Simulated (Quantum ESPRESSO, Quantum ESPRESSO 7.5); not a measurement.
# NiAl(110), 4 layers against a metal electrode, stepped through the charge of the slab

What law, if any, do the results for NiAl(110), 4 layers against a metal electrode follow against the charge of the slab?

Calculated with Quantum ESPRESSO 7.5; plane-wave DFT, PBE, GBRV ultrasoft pseudopotentials.

### 1. The structure

Symmetry: Pm-3m, No. 221, cubic system. Conventional cell: a = 2.890 Å, b = 2.890 Å, c = 2.890 Å, α = 90.00°, β = 90.00°, γ = 90.00°. Ni has 8 Al at 2.50 Å nearest. Nearest to Al lie 8 Ni at 2.50 Å. Farther neighbours are not listed.

Set-up: The slab is relaxed neutral, then held. ESM with bc3: vacuum below and a metal electrode about 6 Å above the top atoms. Cold smearing of 0.02 Ry. Charges are set per cell from the starting area. The slabs take the lattice constants of the bulk relaxed by the same program.

Members 2, 3, 4.5, 6, 7 and 8 took the same steps and show in the table alone.

This run has no spin polarisation, although Ni can carry a moment. A spin-polarised state was not tried and may lie lower.

### 2. Relaxing cell and ions of the reference

The bulk crystal is relaxed in cell and atoms; the members are built on its lattice constants.

Input file ref.vc.in:

```
&control
  prefix = 'ref.vc'
  outdir = './out'
  pseudo_dir = './pseudo'
  nstep = 40
  forc_conv_thr = 0.0003
  calculation = 'vc-relax'
/
&system
  ibrav = 0
  nat = 4
  ntyp = 2
  ecutwfc = 50
  ecutrho = 250
  occupations = 'smearing'
  smearing = 'mv'
  degauss = 0.02
/
&electrons
  conv_thr = 1e-09
  mixing_beta = 0.4
  electron_maxstep = 120
/
&ions
/
&cell
  press_conv_thr = 0.3
/
ATOMIC_SPECIES
  Ni  58.6934  ni_pbe_v1.4.uspp.F.UPF
  Al  26.9815  al_pbe_v1.uspp.F.UPF
CELL_PARAMETERS angstrom
  2.89000000000000 0.00000000000000 0.00000000000000
  0.00000000000000 4.08707719525824 0.00000000000000
  0.00000000000000 0.00000000000000 4.08707719525824
ATOMIC_POSITIONS crystal
  Ni  0.000000000000 0.000000000000 0.000000000000
  Al  0.500000000000 0.500000000000 0.000000000000
  Ni  0.000000000000 0.500000000000 0.500000000000
  Al  0.500000000000 0.000000000000 0.500000000000
K_POINTS automatic
  14 10 10 0 0 0
```

Command:

```sh
> OMP_NUM_THREADS=1 mpirun -n 4 pw.x -nk 4 -in ref.vc.in > ref.vc.out
```

The program printed:

```text
Program PWSCF v.7.5 starts
[citation notice left out]

     Parallel version (MPI & OpenMP), running on       4 processor cores
     Number of MPI processes:                 4
     Threads/MPI process:                     1

     MPI processes distributed on     1 nodes
[...]
Current dimensions of program PWSCF are:
     Max number of different atomic species (ntypx) = 10
     Max number of k-points (npk) =  40000
     Max angular momentum in pseudopotentials (lmaxx) =  4
     Found identity + (  0.0000 -0.5000 -0.5000) symmetry
     This is a supercell, fractional translations are disabled
     Message from routine setup:
     using ibrav=0 with symmetry is DISCOURAGED, use correct ibrav instead

     K-points division:     npool     =       4
     Subspace diagonalization in iterative solution of the eigenvalue problem:
     a serial algorithm will be used

     G-vector sticks info
     --------------------
     sticks:   dense  smooth     PW     G-vecs:    dense   smooth      PW
     Sum         837     675    203                21707    15597    2713

     Using Slab Decomposition

     bravais-lattice index     =            0
     lattice parameter (alat)  =       5.4613  a.u.
     unit-cell volume          =     325.7768 (a.u.)^3
     number of atoms/cell      =            4
     number of atomic types    =            2
     number of electrons       =        42.00
     number of Kohn-Sham states=           25
     kinetic-energy cutoff     =      50.0000  Ry
     charge density cutoff     =     250.0000  Ry
     scf convergence threshold =      1.0E-09
     mixing beta               =       0.4000
     number of iterations used =            8  plain     mixing
     energy convergence thresh.=      1.0E-04
     force convergence thresh. =      3.0E-04
     press convergence thresh. =      3.0E-01
     Exchange-correlation= SLA  PW   PBE  PBE
                           (   1   4   3   4   0   0   0)
     nstep                     =           40

     celldm(1)=   5.461309  celldm(2)=   0.000000  celldm(3)=   0.000000
     celldm(4)=   0.000000  celldm(5)=   0.000000  celldm(6)=   0.000000

     crystal axes: (cart. coord. in units of alat)
               a(1) = (   1.000000   0.000000   0.000000 )
               a(2) = (   0.000000   1.414214   0.000000 )
               a(3) = (   0.000000   0.000000   1.414214 )

     reciprocal axes: (cart. coord. in units 2 pi/alat)
               b(1) = (  1.000000  0.000000  0.000000 )
               b(2) = (  0.000000  0.707107  0.000000 )
               b(3) = (  0.000000  0.000000  0.707107 )

     PseudoPot. # 1 for Ni read from file:
     ./pseudo/ni_pbe_v1.4.uspp.F.UPF
     Pseudo is Ultrasoft + core correction, Zval = 18.0
     Generated by new atomic code, or converted to UPF format
     Using radial grid of  865 points,  6 beta functions with:
                l(1) =   0
                l(2) =   0
                l(3) =   1
                l(4) =   1
                l(5) =   2
                l(6) =   2
     Q(r) pseudized with 10 coefficients,  rinner =    0.980   0.980   0.980
                                                       0.980   0.980

     PseudoPot. # 2 for Al read from file:
     ./pseudo/al_pbe_v1.uspp.F.UPF
     Pseudo is Ultrasoft + core correction, Zval =  3.0
     Generated by new atomic code, or converted to UPF format
     Using radial grid of  893 points,  3 beta functions with:
                l(1) =   0
                l(2) =   1
                l(3) =   2
     Q(r) pseudized with  8 coefficients,  rinner =    0.900   0.900   0.900
                                                       0.900   0.900

     atomic species   valence    mass     pseudopotential
     Ni               18.00    58.69340     Ni( 1.00)
     Al                3.00    26.98150     Al( 1.00)

     16 Sym. Ops., with inversion, found

   Cartesian axes

     site n.     atom                  positions (alat units)
         1        Ni     tau(   1) = (   0.0000000   0.0000000   0.0000000  )
         2        Al     tau(   2) = (   0.5000000   0.7071068   0.0000000  )
         3        Ni     tau(   3) = (   0.0000000   0.7071068   0.7071068  )
         4        Al     tau(   4) = (   0.5000000   0.0000000   0.7071068  )

     number of k points=   168  Marzari-Vanderbilt smearing, width (Ry)=  0.0200

     Number of k-points >= 100: set verbosity='high' to print them.

     Dense  grid:    21707 G-vectors     FFT dimensions: (  27,  40,  40)

     Smooth grid:    15597 G-vectors     FFT dimensions: (  25,  36,  36)

     Estimated max dynamical RAM per process >      67.96 MB

     Estimated total dynamical RAM >     255.94 MB

     Check: negative core charge=   -0.000005

     Initial potential from superposition of free atoms

     starting charge      37.9951, renormalised to      42.0000
     Starting wfcs are   34 randomized atomic wfcs

     total cpu time spent up to now is        2.0 secs

     per-process dynamical memory:    56.3 Mb

     Self-consistent Calculation

     iteration #  1     ecut=    50.00 Ry     beta= 0.40
     Davidson diagonalization with overlap
     ethr =  1.00E-02,  avg # of iterations =  7.0

     total cpu time spent up to now is        6.8 secs

     total energy              =    -655.61307194 Ry
     estimated scf accuracy    <     109.72128035 Ry

     iteration #  2     ecut=    50.00 Ry     beta= 0.40
[...]
total energy              =    -699.67176196 Ry
     estimated scf accuracy    <      51.65530363 Ry

     iteration #  3     ecut=    50.00 Ry     beta= 0.40
[...]
total energy              =    -700.08892802 Ry
     estimated scf accuracy    <      10.94926714 Ry

     iteration #  4     ecut=    50.00 Ry     beta= 0.40
[...]
total energy              =    -700.84308132 Ry
     estimated scf accuracy    <       2.52313988 Ry

     iteration #  5     ecut=    50.00 Ry     beta= 0.40
[...]
total energy              =    -699.70644473 Ry
     estimated scf accuracy    <       1.99436525 Ry

     iteration #  6     ecut=    50.00 Ry     beta= 0.40
[...]
total energy              =    -700.53098737 Ry
     estimated scf accuracy    <       3.31511221 Ry

     iteration #  7     ecut=    50.00 Ry     beta= 0.40
[...]
total energy              =    -700.53302374 Ry
[...]
Diagonalizing with lowered threshold

     Davidson diagonalization with overlap
     ethr =  5.60E-09,  avg # of iterations =  2.0

     total cpu time spent up to now is      111.1 secs

     total energy              =    -700.16162063 Ry
     estimated scf accuracy    <       0.00000311 Ry

[...]
iteration # 10     ecut=    50.00 Ry     beta= 0.40
[...]
End of self-consistent calculation

     Number of k-points >= 100: set verbosity='high' to print the bands.

     the Fermi energy is    13.5908 ev

!    total energy              =    -700.16162201 Ry
     estimated scf accuracy    <          6.1E-12 Ry
     smearing contrib. (-TS)   =       0.00149741 Ry
     internal energy E=F+TS    =    -700.16311943 Ry

     The total energy is F=E-TS. E is the sum of the following terms:
     one-electron contribution =    -529.26318712 Ry
     hartree contribution      =     286.37731937 Ry
     xc contribution           =     -80.02426423 Ry
     ewald contribution        =    -377.25298745 Ry

     convergence has been achieved in  10 iterations

     Forces acting on atoms (cartesian axes, Ry/au):

     atom    1 type  1   force =     0.00000000    0.00000000    0.00000000
     atom    2 type  2   force =     0.00000000    0.00000000    0.00000000
     atom    3 type  1   force =     0.00000000    0.00000000    0.00000000
     atom    4 type  2   force =     0.00000000    0.00000000    0.00000000

     Total force =     0.000000     Total SCF correction =     0.000000

     Computing stress (Cartesian axis) and pressure

          total   stress  (Ry/bohr**3)                   (kbar)     P=        0.09
   0.00000496   0.00000000   0.00000000            0.73        0.00        0.00
   0.00000000  -0.00000152   0.00000000            0.00       -0.22        0.00
   0.00000000   0.00000000  -0.00000152            0.00        0.00       -0.22

     Energy error            =      1.2E-06 Ry
     Gradient error          =      0.0E+00 Ry/Bohr
     Cell gradient error     =      7.3E-01 kbar

     number of scf cycles    =   3
     number of bfgs steps    =   2

     enthalpy           old  =    -700.1616208505 Ry
     enthalpy           new  =    -700.1616220116 Ry

     CASE: enthalpy          _new < enthalpy          _old

     new trust radius        =       0.0008807841 bohr
     new conv_thr            =            1.0E-11 Ry

     new unit-cell volume =    327.06003 a.u.^3 (    48.46530 Ang^3 )
     density =      5.87086 g/cm^3

CELL_PARAMETERS (angstrom)
   2.895151072   0.000000000   0.000000000
   0.000000000   4.091474203   0.000000000
   0.000000000   0.000000000   4.091474203

ATOMIC_POSITIONS (crystal)
Ni               0.0000000000        0.0000000000        0.0000000000
Al               0.5000000000        0.5000000000        0.0000000000
Ni               0.0000000000        0.5000000000        0.5000000000
Al               0.5000000000        0.0000000000        0.5000000000

[...]
NEW-OLD atomic charge density approx. for the potential
     New effective cutoffs (rho, wfc):  248.97   49.89

     Check: negative core charge=   -0.000005

     total cpu time spent up to now is      137.5 secs

     per-process dynamical memory:    78.4 Mb

[...]
!    total energy              =    -700.16162234 Ry
[...]
Total force =     0.000000     Total SCF correction =     0.000000
[...]
number of bfgs steps    =   3
[...]
new trust radius        =       0.0013403994 bohr
[...]
!    total energy              =    -700.16162275 Ry
[...]
Total force =     0.000000     Total SCF correction =     0.000000
[...]
number of bfgs steps    =   4
[...]
new trust radius        =       0.0012657695 bohr
[...]
!    total energy              =    -700.16162299 Ry
[...]
Total force =     0.000000     Total SCF correction =     0.000000
[...]
Self-consistent Calculation

     iteration #  1     ecut=    50.00 Ry     beta= 0.40
     Davidson diagonalization with overlap
     c_bands:  1 eigenvalues not converged
     c_bands:  3 eigenvalues not converged
     c_bands:  1 eigenvalues not converged
     c_bands:  2 eigenvalues not converged
     c_bands:  1 eigenvalues not converged
     c_bands:  3 eigenvalues not converged
     c_bands:  3 eigenvalues not converged
     c_bands:  1 eigenvalues not converged
     c_bands:  2 eigenvalues not converged
     c_bands:  1 eigenvalues not converged
     c_bands:  1 eigenvalues not converged
     c_bands:  1 eigenvalues not converged
     c_bands:  2 eigenvalues not converged
     c_bands:  2 eigenvalues not converged
     c_bands:  1 eigenvalues not converged
     c_bands:  1 eigenvalues not converged
     c_bands:  1 eigenvalues not converged
     c_bands:  3 eigenvalues not converged
     c_bands:  2 eigenvalues not converged
     c_bands:  2 eigenvalues not converged
     c_bands:  2 eigenvalues not converged
     c_bands:  2 eigenvalues not converged
     c_bands:  1 eigenvalues not converged
     c_bands:  1 eigenvalues not converged
     c_bands:  2 eigenvalues not converged
     c_bands:  2 eigenvalues not converged
     c_bands:  1 eigenvalues not converged
     c_bands:  2 eigenvalues not converged
     c_bands:  2 eigenvalues not converged
     c_bands:  2 eigenvalues not converged
     c_bands:  1 eigenvalues not converged
     c_bands:  3 eigenvalues not converged
     c_bands:  1 eigenvalues not converged
     c_bands:  2 eigenvalues not converged
     c_bands:  1 eigenvalues not converged
     ethr =  1.00E-06,  avg # of iterations = 19.8

     total cpu time spent up to now is      235.9 secs

     total energy              =    -655.53425366 Ry
     estimated scf accuracy    <     109.91449547 Ry

[...]
iteration # 32     ecut=    50.00 Ry     beta= 0.40
[...]
End of self-consistent calculation

     Number of k-points >= 100: set verbosity='high' to print the bands.

     the Fermi energy is    13.5868 ev

!    total energy              =    -700.16162778 Ry
     estimated scf accuracy    <          3.3E-13 Ry
     smearing contrib. (-TS)   =       0.00150452 Ry
     internal energy E=F+TS    =    -700.16313230 Ry

     The total energy is F=E-TS. E is the sum of the following terms:
     one-electron contribution =    -529.31236040 Ry
     hartree contribution      =     286.39666535 Ry
     xc contribution           =     -80.02370118 Ry
     ewald contribution        =    -377.22373606 Ry

     convergence has been achieved in  32 iterations

     Forces acting on atoms (cartesian axes, Ry/au):

     atom    1 type  1   force =     0.00000000    0.00000000    0.00000000
     atom    2 type  2   force =     0.00000000    0.00000000    0.00000000
     atom    3 type  1   force =     0.00000000    0.00000000    0.00000000
     atom    4 type  2   force =     0.00000000    0.00000000    0.00000000

     Total force =     0.000000     Total SCF correction =     0.000000

     Computing stress (Cartesian axis) and pressure

          total   stress  (Ry/bohr**3)                   (kbar)     P=       -0.27
  -0.00000165   0.00000000   0.00000000           -0.24        0.00        0.00
   0.00000000  -0.00000196   0.00000000            0.00       -0.29        0.00
   0.00000000   0.00000000  -0.00000196            0.00        0.00       -0.29

[...]
=------------------------------------------------------------------------------=
   JOB DONE.
=------------------------------------------------------------------------------=
```

The job ended after 5.3 min (4 MPI ranks of Arm Neoverse V1, shared host; peak memory 0.42 GiB; 21 min of CPU time).

Step by step:

| step | energy less that of the first step (eV) | largest force (eV/Å) | volume (Å³) |
| --- | --- | --- | --- |
| 1 | 0.0000 | 0.0000 | 48.28 |
| 2 | -0.0003 | 0.0000 | 48.43 |
| 3 | -0.0004 | 0.0000 | 48.46 |
| 4 | -0.0004 | 0.0000 | 48.47 |
| 5 | -0.0004 | 0.0000 | 48.47 |
| 6 | -0.0004 | 0.0000 | 48.47 |
| 7 | -0.0004 | 0.0000 | 48.47 |

| cell as run | before | after | change |
| --- | --- | --- | --- |
| a (Å) | 2.890 | 2.897 | +0.3 % |
| b (Å) | 4.087 | 4.090 | +0.1 % |
| c (Å) | 4.087 | 4.090 | +0.1 % |
| volume (Å³/atom) | 12.07 | 12.12 | +0.4 % |

 The last row is no step: it is a fresh SCF in the final cell with a new plane-wave basis, -0 meV from the row before.

Numbers from this step:

```
free energy  : -9526.1842 eV
Fermi energy : 13.59 eV
```

[end of part 1 of 4]

[Logs are printed without paths, hosts, clocks, repeated set-up lines and the standing remarks that a program may print on its own settings, such as how far it seeks lower states.]

[Hosts, paths, dates, database ids (printed as entryN), source tags and the programs' standing remarks are cut or masked in the printed files.]

[Maps of the electrostatic potential energy from Ansatz leave out the sawtooth potential of an applied field or a dipole correction, so their vacuum need not be flat; planar profiles and work functions include it.]
